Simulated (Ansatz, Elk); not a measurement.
# Mg2CrCu2: X-ray structure factors from the self-consistent density, part 2 of 2

The structure of Mg2CrCu2 used here is made up (a known structure type with other elements) and was relaxed beforehand with PBEsol. The aim is the Fourier transform of its all-electron density, F(hkl), set beside the sum over free spherical atoms that refinements use.

Elk 11.2.3 (patched build); all-electron DFT.

So far: The structure; Ground state and structure factors; The magnetisation density.

The structure was built from a prototype and need not be the compound's stable phase.

## Step 4: The highest occupied states alone

Level of this step: DFT, PBE, all-electron APW+lo, Dirac cores, scalar-relativistic bands, static density, ferromagnetic start (Elk).

An energy window below the Fermi level keeps the highest occupied states, to see at which angles they scatter; shallow core shells can lie inside it and anion s states outside. No new self-consistency is needed.

The input, elk.in:

```
tasks
  195

xctype
  20

spinpol
  .true.

rgkmax
  7.0

gmaxvr
  14.0

lmaxo
  7

lmaxapw
  8

swidth
  0.002

tshift
  .false.

ramdisk
  .false.

hmaxvr
  5.5

maxscl
  120

epspot
  1e-06

reducebf
  0.8

wsfac
  -0.349200 0.502040

sppath
  './'

avec
  -3.90727752062 4.84182680572 7.12805382883
  3.90727752062 -4.84182680572 7.12805382883
  3.90727752062 4.84182680572 -7.12805382883

atoms
  3
  'Cu.in'
  2
  0.2693983673 0.5000000000 0.7693983673   0.000000 0.000000 0.000000
  0.7306016327 0.5000000000 0.2306016327   0.000000 0.000000 0.000000
  'Cr.in'
  1
  0.0000000000 0.0000000000 0.0000000000   0.000000 0.000000 -0.155000
  'Mg.in'
  2
  0.6985675953 0.1985675953 0.5000000000   0.000000 0.000000 0.000000
  0.3014324047 0.8014324047 0.5000000000   0.000000 0.000000 0.000000

ngridk
  6 6 6
```

Command:

```sh
$ OMP_NUM_THREADS=4 elk
```

Numbers of over 12 decimals in the logs are rounded to 6 here.

The program printed:

```text
┌─────────────────────────────────┐
│ Elk code version 11.2.3 started │
└─────────────────────────────────┘

Info(readinput): the functional depends on the density's gradient
 muffin-tin radial points multiplied by    2.00000
 (not where nrmtscf is given)

┌────────────────────┐
│ Current task : 195 │
└────────────────────┘
Info(checkmt): changed muffin-tin radius of species 1 (Cu) from   2.4000 to   2.2081

Info(sfacrho): density structure factors written to SFACRHO.OUT

 Energy window :  -0.3492000000      0.5020400000

┌──────────────────┐
│ Elk code stopped │
└──────────────────┘
```

Wall time 21 s (4 threads of Arm Neoverse N1, shared host); peak memory 0.22 GiB.

States within 15 eV below the Fermi level hold 32.00 electrons; any levels below the window count with the cores. Their amplitudes can exceed the total, where window and core parts have opposite phase:

```tsv
hkl	sin θ/λ (Å⁻¹)	abs F, window	abs F, all
011	0.118	1.419	8.238
002	0.133	20.190	56.688
101	0.138	13.113	24.875
110	0.155	4.560	6.840
020	0.195	10.946	9.797
112	0.204	3.742	37.151
013	0.222	0.407	25.644
103	0.233	9.781	40.572
022	0.236	9.391	38.709
121	0.239	12.981	63.992
```

## Step 5: Another functional

The difference from free atoms is small, so it is set against the change that LDA (Perdew-Wang) makes.

Edit elk.in of step 4 so:

```diff
@@ -1,6 +1,8 @@
 tasks
+  0
   195
+  196
 
 xctype
-  20
+  3
 
@@ -42,5 +44,2 @@
 
-wsfac
-  -0.349200 0.502040
-
 sppath
```

Command:

```sh
$ OMP_NUM_THREADS=4 elk
```

The program printed:

```text
┌─────────────────────────┐
│ Elk code version 11.2.3 │
└─────────────────────────┘

All units are atomic (Hartree, Bohr, etc.)

┌─────────────────────────────────────────────────┐
│ Ground-state run starting from atomic densities │
└─────────────────────────────────────────────────┘

Lattice vectors :
  -3.907277521       4.841826806       7.128053829
   3.907277521      -4.841826806       7.128053829
   3.907277521       4.841826806      -7.128053829

Reciprocal lattice vectors :
  0.2419321122E-16  0.6488444919      0.4407363818
[...]
error                       :   0.1055891021E-02

Moments :
 interstitial                :   0.3069318887
 muffin-tins
  species : 1 (Cu)
[...]
species : 2 (Cr)
[...]
species : 3 (Mg)
   atom 1                    :  -0.1219461869E-01
   atom 2                    :  -0.1219461869E-01
 total in muffin-tins        :    3.363512267
 total moment                :    3.670444156

┌──────────────────────────────┐
│ Self-consistent loop stopped │
└──────────────────────────────┘

Warning : core states of species 1 leak from the muffin-tin :   0.4752272778E-03

Wrote STATE.OUT
[key lines of the parts left out:]
total energy                :     -4752.8167585259
```

The job ended after 6.8 min (4 threads; peak memory 0.29 GiB; 25 min of CPU time).

Against the first run R = 0.08 %; the largest change is -0.076 at 040. The moment goes from 3.81 to 3.67 μB.

## Step 6: A coarser k-mesh

About half the k-points along each axis test the sampling.

Edit elk.in of step 5 so:

```diff
@@ -6,3 +6,3 @@
 xctype
-  3
+  20
 
@@ -67,2 +67,2 @@
 ngridk
-  6 6 6
+  3 3 3
```

Command:

```sh
$ OMP_NUM_THREADS=4 elk
```

The program printed:

```text
┌─────────────────────────┐
│ Elk code version 11.2.3 │
└─────────────────────────┘

All units are atomic (Hartree, Bohr, etc.)

┌─────────────────────────────────────────────────┐
│ Ground-state run starting from atomic densities │
└─────────────────────────────────────────────────┘

Lattice vectors :
  -3.907277521       4.841826806       7.128053829
   3.907277521      -4.841826806       7.128053829
   3.907277521       4.841826806      -7.128053829

Reciprocal lattice vectors :
  0.2419321122E-16  0.6488444919      0.4407363818
[...]
error                       :   0.9924137776E-03

Moments :
 interstitial                :  -0.3632912921E-01
 muffin-tins
  species : 1 (Cu)
[...]
species : 2 (Cr)
[...]
species : 3 (Mg)
   atom 1                    :  -0.4835581967E-01
   atom 2                    :  -0.4835581967E-01
 total in muffin-tins        :    3.052472915
 total moment                :    3.016143786

┌──────────────────────────────┐
│ Self-consistent loop stopped │
└──────────────────────────────┘

Warning : core states of species 1 leak from the muffin-tin :   0.4559066709E-03

Wrote STATE.OUT
[key lines of the parts left out:]
total energy                :     -4761.5676717634
```

Elapsed: 3 min, on 4 threads; peak memory 0.44 GiB.

Against the first run R = 0.02 %; the largest change is +0.024 at 020. The moment goes from 3.81 to 3.02 μB.

## Step 7: Settings against the effect

```tsv
run	R against the first run (%)	R against neutral atoms, low angle (%)	wall time
PBE, rgkmax 7	0.00	1.46	13 min
LDA (Perdew-Wang)	0.08	1.47	6.8 min
k-mesh 3×3×3	0.02	1.48	3 min
```

## Step 8: Outcome

```json
{"R against neutral atoms, sin θ/λ < 0.3 Å⁻¹": "1.46 %", "R against neutral atoms, 0.3 to 0.69 Å⁻¹": "0.46 %"}
```

What this shows: Independent neutral atoms miss the calculated amplitudes by R = 1.46 % below 0.3 Å⁻¹ and 0.46 % from there to 0.69 Å⁻¹; by shells, 0.46 % below 0.15 Å⁻¹ (3 forms), 1.60 % 0.15 to 0.3 (11 forms), 0.64 % 0.3 to 0.45 (31 forms), 0.39 % above 0.45 (104 forms). Bonding, aspherical density and the tables' own atoms all enter these figures, and the runs don't part them. The largest change of an amplitude is -1.15 electrons, at 200. The magnetic order is that of the start. No other order was tried here, and an antiferromagnetic one would change or move the magnetic intensity. The window's part falls from 32.0 electrons at the origin to at most 5.29 between 0.45 and 0.69 Å⁻¹, where compact states inside the window still scatter. Below 0.3 Å⁻¹ the changes that finished (LDA (Perdew-Wang) and k-mesh 3×3×3) move F by R = 0.03 % at most, against the 1.46 % that separates it from free atoms. The magnetic factors move by R = 3.1 % (LDA (Perdew-Wang)) and 5.8 % (k-mesh 3×3×3), so they aren't settled to better than that. The basis has no finished test. Part of the difference isn't bonding: the tables are fits to free atoms and ions calculated by other methods than this functional. Thermal motion, anomalous dispersion and extinction are left out.

[Logs are printed without paths, hosts, clocks, repeated set-up lines and the standing remarks that a program may print on its own settings, such as how far it seeks lower states.]

[Hosts, paths, dates, database ids (printed as entryN), source tags and the programs' standing remarks are cut or masked in the printed files.]
